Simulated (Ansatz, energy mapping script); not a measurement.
**GdN in the rock-salt structure: J from the energies of magnetic orders**

How strongly do the moments of GdN in the rock-salt structure couple under LDA? The plan is to run several orders and fit a Heisenberg model.

Method: LDA; plane waves, collinear spin, no spin–orbit coupling, in Ansatz 0.2.0.

Report form: the programs' logs are mostly left out.

In doubt: warnings of the run leave room for a lower electronic state (steps 3, 11), so energies may not be the lowest and differences between runs may mislead.

**1. Set-up**

It takes space group Fm-3m (No. 225, cubic). Conventional cell: a = 5.004 Å, b = 5.004 Å, c = 5.004 Å, α = 90.00°, β = 90.00°, γ = 90.00°. Nearest to Gd lie 6 N at 2.50 Å. N has 6 Gd at 2.50 Å nearest. rocksalt prototype, lattice guessed from radii. Farther neighbours and most contacts between anions are not listed.

This cell was built for the study (rocksalt prototype, lattice guessed from radii), not taken from an experiment; the compound need not form in this structure.

The cell was relaxed beforehand in Ansatz under PBE with U = 6 eV on Gd f, ortho-atomic projectors, from parallel moments.

A plain semilocal functional is the cheapest rung. It tends to spread open shells too far.

**2. Run 1 (parallel; cell A, 4 atoms)**

The parallel order is the zero of energy for this cell and mesh.

input.yaml reads:

```yaml
crystal:
  lattice:
    - [0.0, -2.502081428, -2.502081428]
    - [-2.502081428, 0.0, -2.502081428]
    - [2.502081428, 2.502081428, -5.004162856]
  atoms:
    - { symbol: Gd, position: [0.5, 0.5, 0.5], spin: 7.0 }
    - { symbol: Gd, position: [0.0, 0.0, 0.0], spin: 7.0 }
    - { symbol: "N", position: [0.75, 0.75, 0.75] }
    - { symbol: "N", position: [0.25, 0.25, 0.25] }
magnetization:
  spin_polarized: true
kpoints:
  mp_grid: { grid: [12, 12, 12] }
hamiltonian:
  xc: lda
scf:
  occupations: { method: fermi_dirac, width: 0.05 }
output:
  eigenvalues: true
```

The run is started by

```
ansatz run input.yaml --threads 4 --pin off --max-ram 8192MiB --backend cpu --events-out ev --progress --plain --runs-dir out
```

Run time: 18 s. Hardware: 4 threads of Arm Neoverse V2, shared host; peak memory 0.84 GiB.

Spin moment in the sphere by atom:

```tsv
atom	spin moment in the sphere (μB)
Gd1	6.86
Gd2	6.86
N3	-0.08
N4	-0.08
```

The run ends ferromagnetic.

**3. Order 2: compensated +−, cell A of 4 atoms**

This order reverses 6 of the 12 neighbours at 3.54 Å, 6 of the 6 neighbours at 5.00 Å and 12 of the 24 neighbours at 6.13 Å, counted for an average magnetic atom.

Edit input.yaml of step 2 so:

```diff
@@ -7,3 +7,3 @@
     - { symbol: Gd, position: [0.5, 0.5, 0.5], spin: 7.0 }
-    - { symbol: Gd, position: [0.0, 0.0, 0.0], spin: 7.0 }
+    - { symbol: Gd, position: [0.0, 0.0, 0.0], spin: -7.0 }
     - { symbol: "N", position: [0.75, 0.75, 0.75] }
```

The job ended after 15 s (4 threads; peak memory 0.87 GiB).

Spin moment in the sphere by atom:

```tsv
atom	spin moment in the sphere (μB)
Gd1	6.83
Gd2	-6.83
N3	0.00
N4	0.00
```

The run ends antiferromagnetic, 5.94 meV a magnetic atom above the parallel order of its cell.

**4. Parallel start in cell B (4 atoms)**

The parallel order again, as the reference for this cell.

This run holds the same structure in another cell (c 6.129 → 5.004 Å, α 73.2 → 90.0°, β 73.2 → 90.0°, γ 60.0 → 90.0°).

input.yaml, the sections that differ from step 3:

```yaml
crystal:
  lattice:
    - [0.0, -2.502081428, -2.502081428]
    - [0.0, 2.502081428, -2.502081428]
    - [5.004162856, 0.0, 0.0]
  atoms:
    - { symbol: Gd, position: [0.5, 0.5, 0.5], spin: 7.0 }
    - { symbol: Gd, position: [0.0, 0.0, 0.0], spin: 7.0 }
    - { symbol: "N", position: [0.5, 0.5, 0.0] }
    - { symbol: "N", position: [0.0, 0.0, 0.5] }
kpoints:
  mp_grid: { grid: [10, 10, 7] }
# magnetization, hamiltonian, scf, output: as in step 3
```

Elapsed: 8.7 s, on 4 threads; peak memory 0.58 GiB.

The run ends ferromagnetic. For each magnetic atom its energy differs from the parallel run of the first cell by -0.69 meV, an error that one common reference would have brought in.

**5. Compensated +− start in cell B (4 atoms)**

This order reverses 8 of the 12 neighbours at 3.54 Å, 0 of the 6 neighbours at 5.00 Å and 16 of the 24 neighbours at 6.13 Å, counted for an average magnetic atom.

Edit input.yaml of step 4 so:

```diff
@@ -7,3 +7,3 @@
     - { symbol: Gd, position: [0.5, 0.5, 0.5], spin: 7.0 }
-    - { symbol: Gd, position: [0.0, 0.0, 0.0], spin: 7.0 }
+    - { symbol: Gd, position: [0.0, 0.0, 0.0], spin: -7.0 }
     - { symbol: "N", position: [0.5, 0.5, 0.0] }
```

Wall time 4.8 s (4 threads); peak memory 0.58 GiB; 17 s of CPU time.

The run ends antiferromagnetic, 4.30 meV a magnetic atom above the parallel order of its cell.

**6. Order 5: parallel, cell C of 6 atoms**

input.yaml reads:

```yaml
crystal:
  lattice:
    - [0.0, -2.502081428, -2.502081428]
    - [-5.004162856, 0.0, 0.0]
    - [2.502081428, 5.004162856, -2.502081428]
  atoms:
    - { symbol: Gd, position: [0.666666667, 0.666666667, 0.333333333], spin: 7.0 }
    - { symbol: Gd, position: [0.333333333, 0.333333333, 0.666666667], spin: 7.0 }
    - { symbol: Gd, position: [0.0, 0.0, 0.0], spin: 7.0 }
    - { symbol: "N", position: [0.666666667, 0.166666667, 0.333333333] }
    - { symbol: "N", position: [0.333333333, 0.833333333, 0.666666667] }
    - { symbol: "N", position: [0.0, 0.5, 0.0] }
magnetization:
  spin_polarized: true
kpoints:
  mp_grid: { grid: [11, 11, 11] }
hamiltonian:
  xc: lda
scf:
  occupations: { method: fermi_dirac, width: 0.05 }
output:
  eigenvalues: true
```

Run time: 46 s. Hardware: 4 threads; peak memory 1.5 GiB; 2.9 min of CPU time.

The run ends ferromagnetic. For each magnetic atom its energy differs from the parallel run of the first cell by -0.12 meV, an error that one common reference would have brought in.

**7. Run 6 (uncompensated ++−; cell C, 6 atoms)**

This order reverses 6.67 of the 12 neighbours at 3.54 Å, 2.67 of the 6 neighbours at 5.00 Å and 8 of the 24 neighbours at 6.13 Å, counted for an average magnetic atom.

Edit input.yaml of step 6 so:

```diff
@@ -8,3 +8,3 @@
     - { symbol: Gd, position: [0.333333333, 0.333333333, 0.666666667], spin: 7.0 }
-    - { symbol: Gd, position: [0.0, 0.0, 0.0], spin: 7.0 }
+    - { symbol: Gd, position: [0.0, 0.0, 0.0], spin: -7.0 }
     - { symbol: "N", position: [0.666666667, 0.166666667, 0.333333333] }
```

It took 41 s on 4 threads; peak memory 1.5 GiB; 2.6 min of CPU time.

The run ends ferrimagnetic, 4.89 meV a magnetic atom above the parallel order of its cell.

**8. Run 7 (parallel; cell D, 6 atoms)**

This run holds the same structure in another cell (b 5.004 → 3.538 Å, c 6.129 → 7.912 Å, α 114.1 → 102.9°, β 106.8 → 102.9°).

input.yaml, the sections that differ from step 7:

```yaml
crystal:
  lattice:
    - [0.0, 2.502081428, 2.502081428]
    - [0.0, 2.502081428, -2.502081428]
    - [-7.506244284, -2.502081428, 0.0]
  atoms:
    - { symbol: Gd, position: [0.0, 0.0, 0.0], spin: 7.0 }
    - { symbol: Gd, position: [0.333333333, 0.333333333, 0.666666667], spin: 7.0 }
    - { symbol: Gd, position: [0.666666667, 0.666666667, 0.333333333], spin: 7.0 }
    - { symbol: "N", position: [0.833333333, 0.833333333, 0.666666667] }
    - { symbol: "N", position: [0.166666667, 0.166666667, 0.333333333] }
    - { symbol: "N", position: [0.5, 0.5, 0.0] }
# magnetization, kpoints, hamiltonian, scf, output: as in step 7
```

It took 24 s on 4 threads; peak memory 1 GiB; 89 s of CPU time.

The run ends ferromagnetic. For each magnetic atom its energy differs from the parallel run of the first cell by -0.16 meV, an error that one common reference would have brought in.

**9. Run 8 (uncompensated ++−; cell D, 6 atoms)**

This order reverses 5.33 of the 12 neighbours at 3.54 Å, 1.33 of the 6 neighbours at 5.00 Å and 16 of the 24 neighbours at 6.13 Å, counted for an average magnetic atom.

Edit input.yaml of step 8 so:

```diff
@@ -8,3 +8,3 @@
     - { symbol: Gd, position: [0.333333333, 0.333333333, 0.666666667], spin: 7.0 }
-    - { symbol: Gd, position: [0.666666667, 0.666666667, 0.333333333], spin: 7.0 }
+    - { symbol: Gd, position: [0.666666667, 0.666666667, 0.333333333], spin: -7.0 }
     - { symbol: "N", position: [0.833333333, 0.833333333, 0.666666667] }
```

Elapsed: 28 s, on 4 threads; peak memory 1.1 GiB; 97 s of CPU time.

The run ends ferrimagnetic, 3.02 meV a magnetic atom above the parallel order of its cell.

**10. Parallel start in cell E (6 atoms)**

This run holds the same structure in another cell (c 7.912 → 8.667 Å, α 102.9 → 90.0°, β 102.9 → 90.0°, γ 90.0 → 120.0°).

input.yaml reads:

```yaml
crystal:
  lattice:
    - [0.0, 2.502081428, 2.502081428]
    - [-2.502081428, 0.0, -2.502081428]
    - [-5.004162856, -5.004162856, 5.004162856]
  atoms:
    - { symbol: Gd, position: [0.0, 0.0, 0.0], spin: 7.0 }
    - { symbol: Gd, position: [0.333333333, 0.666666667, 0.666666667], spin: 7.0 }
    - { symbol: Gd, position: [0.666666667, 0.333333333, 0.333333333], spin: 7.0 }
    - { symbol: "N", position: [0.666666667, 0.333333333, 0.833333333] }
    - { symbol: "N", position: [0.0, 0.0, 0.5] }
    - { symbol: "N", position: [0.333333333, 0.666666667, 0.166666667] }
magnetization:
  spin_polarized: true
kpoints:
  mp_grid: { grid: [12, 12, 4] }
hamiltonian:
  xc: lda
scf:
  occupations: { method: fermi_dirac, width: 0.05 }
output:
  eigenvalues: true
```

Run time: 15 s. Hardware: 4 threads; peak memory 0.78 GiB.

The run ends ferromagnetic. For each magnetic atom its energy differs from the parallel run of the first cell by 0.13 meV, an error that one common reference would have brought in.

**11. Run 10 (uncompensated ++−; cell E, 6 atoms)**

This order reverses 4 of the 12 neighbours at 3.54 Å, 4 of the 6 neighbours at 5.00 Å and 12 of the 24 neighbours at 6.13 Å, counted for an average magnetic atom.

Edit input.yaml of step 10 so:

```diff
@@ -8,3 +8,3 @@
     - { symbol: Gd, position: [0.333333333, 0.666666667, 0.666666667], spin: 7.0 }
-    - { symbol: Gd, position: [0.666666667, 0.333333333, 0.333333333], spin: 7.0 }
+    - { symbol: Gd, position: [0.666666667, 0.333333333, 0.333333333], spin: -7.0 }
     - { symbol: "N", position: [0.666666667, 0.333333333, 0.833333333] }
```

The job ended after 14 s (4 threads; peak memory 0.79 GiB; 53 s of CPU time).

The run ends ferrimagnetic, 4.08 meV a magnetic atom above the parallel order of its cell.

**12. Mapping onto a Heisenberg model**

Each energy difference is a sum of couplings weighted by the pairs that the order reverses. A few near shells are fitted to the differences by least squares. Energies are those extrapolated to zero occupation width, not the free energies F.

Energies from the parallel order of the same cell:

```tsv
order	atoms	energy (meV a magnetic atom)	moments (μB)	moments kept as typed	opposed neighbours at 3.54, 5.00, 6.13 Å
parallel in cell A	4	0.00	6.86	yes	0, 0, 0
compensated +− in cell A	4	5.94	6.83	yes	6, 6, 12
parallel in cell B	4	0.00	6.86	yes	0, 0, 0
compensated +− in cell B	4	4.30	6.83	yes	8, 0, 16
parallel in cell C	6	0.00	6.86	yes	0, 0, 0
uncompensated ++− in cell C	6	4.89	6.81 to 6.84	yes	6.67, 2.67, 8
parallel in cell D	6	0.00	6.86	yes	0, 0, 0
uncompensated ++− in cell D	6	3.02	6.82 to 6.84	yes	5.33, 1.33, 16
parallel in cell E	6	0.00	6.86	yes	0, 0, 0
uncompensated ++− in cell E	6	4.08	6.83 to 6.84	yes	4, 4, 12
```

Fitted to E = −Σ J e·e over ordered pairs of unit vectors (J > 0 favours parallel moments):

```tsv
pair	distance (Å)	neighbours	J (meV)
Gd–Gd	3.54	12	0.297
Gd–Gd	5.00	6	0.241
Gd–Gd	6.13	24	-0.0170
Gd–Gd	7.08	12	-0.00697
```

These orders cannot tell some unfitted shells from fitted ones: the value at 3.54 Å holds J(3.54) + 4 J(9.36); other unfitted shells add to the values wholly or in part.

Adding the shell at 7.91 Å gives 0.27, 0.23, -0.021, -0.0020 and 0.019 meV and a mean-field temperature of 35.3 K, an exact solve that tests nothing.

Limits of this fit: some orders are gapless and others have a gap.

In mean field these couplings order at 35.0 K, at q = 0 (the pattern repeats with the chemical cell).

**13. Monte Carlo**

Mean field ignores fluctuations and overstates the ordering temperature, so the model is also sampled. The heat capacity peaks where order sets in.

Classical unit spins with these couplings on 8×8×8 copies of a cell that holds the lowest order (512 spins), heat-bath sweeps, cooled from random directions, 831 sweeps to settle and 2493 measured at each temperature, averaged over 4 runs.

```tsv
T (K)	order along the lowest pattern	net moment	heat capacity (k_B a spin)
4.20	0.95	0.95	1.06
7.19	0.91	0.91	1.12
11.7	0.85	0.85	1.13
14.6	0.80	0.80	1.32
17.6	0.75	0.75	1.41
22.1	0.64	0.64	1.65
25.1	0.54	0.54	1.96
26.6	0.47	0.47	2.12
28.1	0.38	0.38	2.26
31.1	0.20	0.20	1.01
35.5	0.12	0.12	0.36
38.5	0.10	0.10	0.26
```

The smoothed heat capacity peaks at 27.1 K.

**14. Beside the first set of runs**

The first set of orders, under PBE+U (6 eV), took 24 min of CPU time summed over its finished orders (seed run apart), these 13 min.

```tsv
quantity	this set	first set
J at 3.54 Å, meV	0.297	0.670
J at 5.00 Å, meV	0.241	0.0897
J at 6.13 Å, meV	-0.0170	0.0256
J at 7.08 Å, meV	-0.00697	-0.00952
ordering temperature, mean field, K	35.0	70.3
heat-capacity peak, Monte Carlo, K	27.1	55
```

The coupling that led in the first set goes from 0.670 to 0.297 meV.

**15. Results**

```
lowest order tried                                              : parallel
largest fitted value (a combination of shells), Gd–Gd at 3.54 Å : 0.297 meV
ordering temperature, mean field                                : 35.0 K
heat-capacity peak, Monte Carlo                                 : 27.1 K
```

**Reading.** Of the orders tried, GdN in the rock-salt structure prefers parallel moments under LDA, and the heat capacity of the fitted model peaks near 27 K (Monte Carlo, classical spins). The coupling at 3.54 Å is 0.44 times that of the first set, at 0.56 times the CPU time. The largest fitted value is 0.30 meV, at 3.54 Å. It is a combination of shells that these orders cannot split, so neither its size nor its sign can be laid on that pair alone. The orders also reverse pairs at 7.91 Å, which are not fitted, so the fitted values hold their part too. With 5 differences for 4 couplings the fit misses by 0.23 meV at most, a small part of the spread. In the fitted orders moments change by up to 0.6 % against the parallel run of the same cell, so their size stays put. The fit is in doubt: some orders are gapless and others have a gap. The couplings are then rough, the small ones most of all. Monte Carlo puts the peak at 0.77 of the mean-field temperature, since mean field leaves out fluctuations. In tests on simple cubic and body-centred models such peaks lay 5 to 6 % under the bulk value. The parallel order holds 7 μB a magnetic atom, spin 3.5; the common factor (S+1)/S would raise the classical 27.1 K to 34.8 K, a correction that often overshoots. The cell was built from a prototype and relaxed; a distortion that needs a larger cell, or another structure that the compound may prefer, is not captured.

[Logs and program files are shortened in this print: banners, set-up blocks, solver, clock and traceback lines can be left out without a mark of their own.]

[Logs are printed without paths, hosts, clocks, repeated set-up lines and the standing remarks that a program may print on its own settings, such as how far it seeks lower states.]

[Hosts, paths, dates, database ids (printed as entryN), source tags and the programs' standing remarks are cut or masked in the printed files.]

[Where a cell is said to come from a database of computed structures, the database is the Materials Project.]
